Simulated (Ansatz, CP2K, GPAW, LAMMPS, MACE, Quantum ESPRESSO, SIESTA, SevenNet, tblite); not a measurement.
**47In2O3-53ZnO (mol %) with crystalline order left by the classical run (65 atoms) in tblite**

How near does tblite come to plane waves for 47In2O3-53ZnO (mol %) with crystalline order left by the classical run (65 atoms)?

Calculated with tblite 0.8.0; the method is named at each step.

### Step 1. The starting structure

The cell holds 65 atoms: 18 In, 10 Zn and 37 O. Its edges and angles: a = 9.453 Å, b = 9.453 Å, c = 9.453 Å, α = 90.0°, β = 90.0°, γ = 90.0°. 65 atoms (18 Sc, 10 Zn, 37 O) placed at random at 4.13 g/cm³, melted at 5000 K for 10 ps at fixed volume with the Morse and Coulomb pair potential with partial charges (Pedone, Malavasi, Menziani, Cormack and Segre, J. Phys. Chem. B 110, 11780 (2006)). Quenched from 5000 K to 300 K at 10 K/ps and fixed volume, held 10 ps at zero pressure, then minimised at fixed cell. Then Sc was replaced by In and the cell scaled by 1.027 (the potential has no terms for the new elements, so the cell is a start for a DFT relaxation).

The yardstick, on the same geometry:

* method: Kohn-Sham DFT, PBE, SSSP efficiency 1.3.0 pseudopotentials, plane waves (Quantum ESPRESSO 7.5); sssp-pbe-1.3.0-efficiency, cutoffs 60/480 Ry, Γ point
* r.m.s. force component: 0.2946 eV/Å
* longest force: 1.109 eV/Å
* pressure: 2.265 GPa
* time: 2.6 min on 4 MPI ranks of Arm Neoverse V2, shared host
* CPU time: 11 min

### Step 2. GFN2-xTB

Method: GFN2-xTB tight binding, diagonalisation.

Input file run.py:

```python
import numpy as np
from ase.io import read
from tblite.ase import TBLite

atoms = read("structure.xyz")
atoms.calc = TBLite(method="GFN2-xTB", electronic_temperature=580, accuracy=1.0, max_iterations=250, mixer_damping=0.4, verbosity=1)
energy = atoms.get_potential_energy()
forces = atoms.get_forces()
print(f"energy {energy:.6f} eV")
print("forces (eV/A)")
for i, (a, f) in enumerate(zip(atoms, forces)):
    print(f"{i:4d} {a.symbol:2s} {f[0]:10.5f} {f[1]:10.5f} {f[2]:10.5f}")
stress = -atoms.get_stress(voigt=False) * 160.21766
print("stress (GPa, compression positive)")
for row in stress:
    print(" ".join(f"{x:10.4f}" for x in row))
print("charges (e)")
print(np.array2string(atoms.get_charges(), precision=4, suppress_small=True, max_line_width=110, threshold=100000))
```

Input file structure.xyz:

```xyz
65
Lattice="9.45319 0.00000 0.00000 0.00000 9.45319 0.00000 0.00000 0.00000 9.45319" Properties=species:S:1:pos:R:3 pbc="T T T"
In 5.66331 0.61105 1.45967
In 7.21713 2.27784 8.54890
In 8.23987 1.98876 3.15566
In 1.02406 4.36454 9.25997
In 7.44250 8.44860 8.59626
In 8.87966 0.59177 6.30811
In 2.65417 0.83557 6.28268
In 7.35420 8.35237 3.58389
In 4.14711 5.63722 3.83601
In 5.76134 3.93101 1.52168
In 2.59055 2.37682 2.67591
In 1.14573 7.00812 7.22451
In 1.04146 0.78868 0.36839
In 8.91493 3.81758 6.15942
In 2.67639 7.02287 1.31210
In 0.91271 5.40647 3.70612
In 5.74537 7.12298 6.20517
In 1.28488 8.91247 3.59883
Zn 8.87361 6.81471 1.33696
Zn 7.29730 5.34890 8.46760
Zn 2.70730 3.91995 5.99597
Zn 3.57198 2.55274 8.97089
Zn 4.20308 5.45506 8.09032
Zn 4.17264 8.74259 8.44652
Zn 5.73790 3.64071 5.78762
Zn 4.84911 0.79029 4.92048
Zn 7.33482 5.36903 4.05873
Zn 5.72107 6.93401 1.07190
O 1.05517 5.53522 1.50060
O 8.94763 6.87880 8.58652
O 2.43694 7.00982 3.53237
O 8.78598 3.86210 3.99189
O 6.23211 0.69131 3.49343
O 4.36860 8.80120 6.33269
O 5.85814 6.98279 4.06118
O 7.42510 8.43329 6.44906
O 7.22696 2.28692 1.30709
O 0.91195 5.37962 5.93178
O 4.38023 2.28389 1.51932
O 2.74218 6.94838 8.59286
O 8.82777 0.65652 8.49936
O 5.76853 4.11649 3.69374
O 7.42057 2.25723 6.36030
O 7.18471 5.50015 1.16823
O 1.85717 2.72138 0.67099
O 8.71319 3.84820 8.31900
O 2.93181 0.75389 4.05873
O 4.31075 5.49911 6.00107
O 5.82827 6.92475 8.38432
O 5.66927 3.84688 8.73815
O 8.75129 6.78455 3.48861
O 5.94464 0.55348 8.79960
O 4.29033 5.58315 1.64051
O 2.60209 4.10127 3.87534
O 7.17412 5.21041 6.18087
O 4.30489 8.44085 1.15783
[... 5 atom lines left out ...]
O 4.15969 2.37606 6.04012
O 8.80404 0.21780 4.24486
O 1.17787 8.74798 6.11395
O 0.69765 1.41297 2.45272
```

Started as:

```console
$ OMP_NUM_THREADS=1 python run.py > output.txt
```

Log:

```text
------------------------------------------------------------
  cycle        total energy    energy error   density error
------------------------------------------------------------
      1     -165.1202833252  -1.6528744E+02   4.8682101E-01
      2     -178.8704127242  -1.3750129E+01   5.9906139E-01
      3     -179.8582210292  -9.8780830E-01   5.1666854E-01
      4     -179.6819519684   1.7626906E-01   4.4023013E-01
      5     -175.8402025294   3.8417494E+00   7.4397262E-01
      6     -174.9731874437   8.6701509E-01   6.5389410E-01
      7     -175.5775715069  -6.0438406E-01   5.0056212E-01
      8     -178.5355486062  -2.9579771E+00   3.3830995E-01
      9     -179.6775854553  -1.1420368E+00   1.4525967E-01
     10     -180.2113544633  -5.3376901E-01   1.2923931E-01
     11     -180.2982775285  -8.6923065E-02   1.0893939E-01
     12     -180.1138180716   1.8445946E-01   1.2543525E-01
     13     -180.1749039440  -6.1085872E-02   1.3187188E-01
     14     -180.1900610617  -1.5157118E-02   1.3389324E-01
     15     -180.0856625945   1.0439847E-01   1.3699377E-01
     16     -180.0424222070   4.3240388E-02   1.5223444E-01
     17     -180.0332379402   9.1842668E-03   1.5225406E-01
     18     -180.0318020471   1.4358930E-03   1.5229915E-01
     19     -180.0497903238  -1.7988277E-02   1.5003012E-01
     20     -180.0012055444   4.8584779E-02   1.5048485E-01
     21     -179.9731821066   2.8023438E-02   1.5058456E-01
     22     -180.0055748527  -3.2392746E-02   1.5207452E-01
     23     -179.9384353451   6.7139508E-02   1.5589034E-01
     24     -179.7991590441   1.3927630E-01   1.5839778E-01
[...]
85     -180.4242271102   7.5376221E-07   2.3271169E-04
     86     -180.4242287181  -1.6078460E-06   1.8286060E-04
     87     -180.4242304433  -1.7252186E-06   1.2282134E-04
     88     -180.4242303188   1.2444548E-07   1.1793226E-04
     89     -180.4242310766  -7.5778760E-07   7.6275008E-05
     90     -180.4242312430  -1.6641718E-07   5.8620174E-05
     91     -180.4242314465  -2.0341790E-07   3.7018490E-05
     92     -180.4242315124  -6.5995124E-08   1.7863538E-05
------------------------------------------------------------
 total:                                   6.339 sec
energy -4909.593412 eV
forces (eV/A)
   0 In   -0.13527    0.01675   -0.03069
   1 In    0.04716    0.02102   -0.21559
   2 In   -0.19951    0.41094   -0.01920
   3 In   -0.09963    0.08664   -0.04833
   4 In    0.11014   -0.31910   -0.04707
   5 In   -0.10450   -0.13575    0.13740
   6 In   -0.61428    0.12198    0.53644
   7 In   -0.24040   -0.38088   -0.00605
   8 In    0.33624   -0.10875    0.04300
   9 In    0.19695    0.05811    0.04682
  10 In    0.41508    0.23836    0.54272
  11 In   -0.15469    0.06422    0.38520
  12 In   -0.03250   -0.46850   -0.45644
  13 In   -0.00972    0.19418    0.08341
  14 In   -0.25256    0.06965   -0.25138
  15 In   -0.04474    0.16600    0.07932
  16 In    0.04006    0.20685    0.00026
  17 In    0.23932   -0.12698    0.13699
  18 Zn    0.31160    0.06310    0.09001
  19 Zn    0.15604    0.28808    0.05482
  20 Zn   -0.01668    0.07841   -0.03347
  21 Zn   -0.03344   -0.31263   -0.08149
  22 Zn   -0.18635    0.21239    0.14197
  23 Zn   -0.15589   -0.28637    0.10576
[...]
57 O    -0.08599    0.02640   -0.13797
  58 O     0.67259    0.27873   -0.08650
  59 O     0.03661   -0.34479    0.13628
  60 O     0.44946   -0.15146   -0.26692
  61 O     0.26192    0.33078    0.06218
  62 O     0.08100   -0.03937    0.11704
  63 O    -0.07917   -0.08448   -0.36676
  64 O     0.02035    0.01556   -0.04270
stress (GPa, compression positive)
   -8.5901     0.2103    -0.2791
    0.2103    -7.7592    -0.2416
   -0.2791    -0.2416    -8.5143
charges (e)
[ 0.4751  0.4037  0.5987  0.5731  0.3443  0.414   0.4377  0.4697  0.4422  0.4452  0.6418  0.5094  0.6157
  0.3602  0.4759  0.501   0.3676  0.6101  0.4002  0.3876  0.3945  0.4035  0.3992  0.393   0.3949  0.422
  0.3981  0.3922 -0.3189 -0.3688 -0.2999 -0.3081 -0.303  -0.343  -0.3434 -0.3868 -0.2991 -0.3356 -0.308
 -0.3627 -0.2828 -0.3797 -0.3588 -0.4161 -0.2957 -0.3025 -0.2892 -0.3693 -0.3852 -0.4256 -0.3557 -0.3671
 -0.3705 -0.3104 -0.3964 -0.3758 -0.3271 -0.4392 -0.3178 -0.3717 -0.3532 -0.3834 -0.2668 -0.2822 -0.271 ]
```

It took 6.9 s on 1 thread of Arm Neoverse V2, shared host; peak memory 0.11 GiB.

Banners, paths, timers and routine set-up lines are dropped from the logs unmarked, and long logs keep their key lines alone; longer cuts are marked.

Numbers from this run, and their distance from the reference:

```
r.m.s. force component                  : 0.2291 eV/Å
r.m.s. difference of force components   : 201.3 meV/Å
longest difference of force vectors     : 587 meV/Å
force difference over r.m.s. force      : 68.35 %
slope of forces against the reference's : 0.5689
correlation of force components         : 0.7315
pressure                                : -8.288 GPa
pressure difference                     : -10.55 GPa
```

Length of the force difference by element (eV/Å):

```
element  atoms  mean  most
     In     18  0.31  0.50
      O     37  0.33  0.57
     Zn     10  0.37  0.59
```

A closer look about In5, picked at random: 9 atoms, nearest first, numbered in the order of the input, with positions taken from that point.

| atom | x | y | z | distance (Å) | bonds | Mulliken charge (e) | Fx | Fy | Fz (eV/Å) |
| --- | --- | --- | --- | --- | --- | --- | --- | --- | --- |
| In5 | 0.00 | 0.00 | 0.00 | 0.00 | 6 | 0.34 | 0.11 | -0.32 | -0.05 |
| O36 | -0.02 | -0.02 | -2.15 | 2.15 | 3 | -0.39 | 0.07 | 0.11 | 0.03 |
| O41 | 1.39 | 1.66 | -0.10 | 2.17 | 4 | -0.28 | -0.07 | 0.14 | 0.03 |
| O52 | -1.50 | 1.56 | 0.20 | 2.17 | 4 | -0.37 | -0.21 | 0.02 | -0.03 |
| O30 | 1.51 | -1.57 | -0.01 | 2.17 | 4 | -0.37 | -0.37 | -0.18 | 0.48 |
| O49 | -1.61 | -1.52 | -0.21 | 2.23 | 6 | -0.39 | -0.20 | -0.27 | 0.08 |
| O60 | -0.22 | -0.06 | 2.23 | 2.24 | 5 | -0.37 | 0.04 | -0.34 | 0.14 |
| Zn28 | -1.72 | -1.51 | 1.93 | 3.00 | 5 | 0.39 | 0.09 | 0.17 | -0.13 |
| Zn19 | 1.43 | -1.63 | 2.19 | 3.09 | 6 | 0.40 | 0.31 | 0.06 | 0.09 |

Atoms are counted from 1 here, from 0 in the log.

Forces lie 68 % from the reference's, at 0.011 times its CPU time (on 1 against 4 cores); the SCF took 92 steps, which the time reflects.

Left out of this page: tblite GFN1-xTB (killed or ended with an error).

### Step 3. Summary of results

```
force difference from the reference : tblite GFN2-xTB, 68 %
its CPU time                        : 6.9 s
```

What this shows: Tight binding differs by 68 % (tblite GFN2-xTB); it is another model, with fitted parameters of its own, and the xTB methods hold dispersion. tblite GFN2-xTB needed 92 SCF steps, so its time overstates the method's usual cost. One electronic-structure run takes under half the reference's CPU time: tblite GFN2-xTB, at 68 % in 6.9 s against 11 min, too far off to be of use; its pressure misses by -10.6 GPa. Periodic xTB results under one method name differ between programs and library versions. The reference's pressure holds the uncorrected Pulay stress of its 60 Ry basis, so small pressure differences, and their order, may be the reference's own error. The quench rate of 10 K/ps is many orders above laboratory rates, so the cell is likely richer in defects and strain than a real sample. The network of bonds at the start is that of the classical potential that made the cell, and needn't be the one that DFT or experiment would give. The reference's pressure of 2.3 GPa belongs to a cell and atoms that aren't relaxed at this level. The electronic-structure runs sample only Γ, in a cell whose shortest periodic width is 9 Å.

[Also dropped from logs without a mark: logging warnings of Python, and SIESTA's first energy breakdown and zero terms.]

[Logs are printed without paths, hosts, clocks, repeated set-up lines and the standing remarks that a program may print on its own settings, such as how far it seeks lower states.]

[Hosts, paths, dates, database ids (printed as entryN), source tags and the programs' standing remarks are cut or masked in the printed files.]
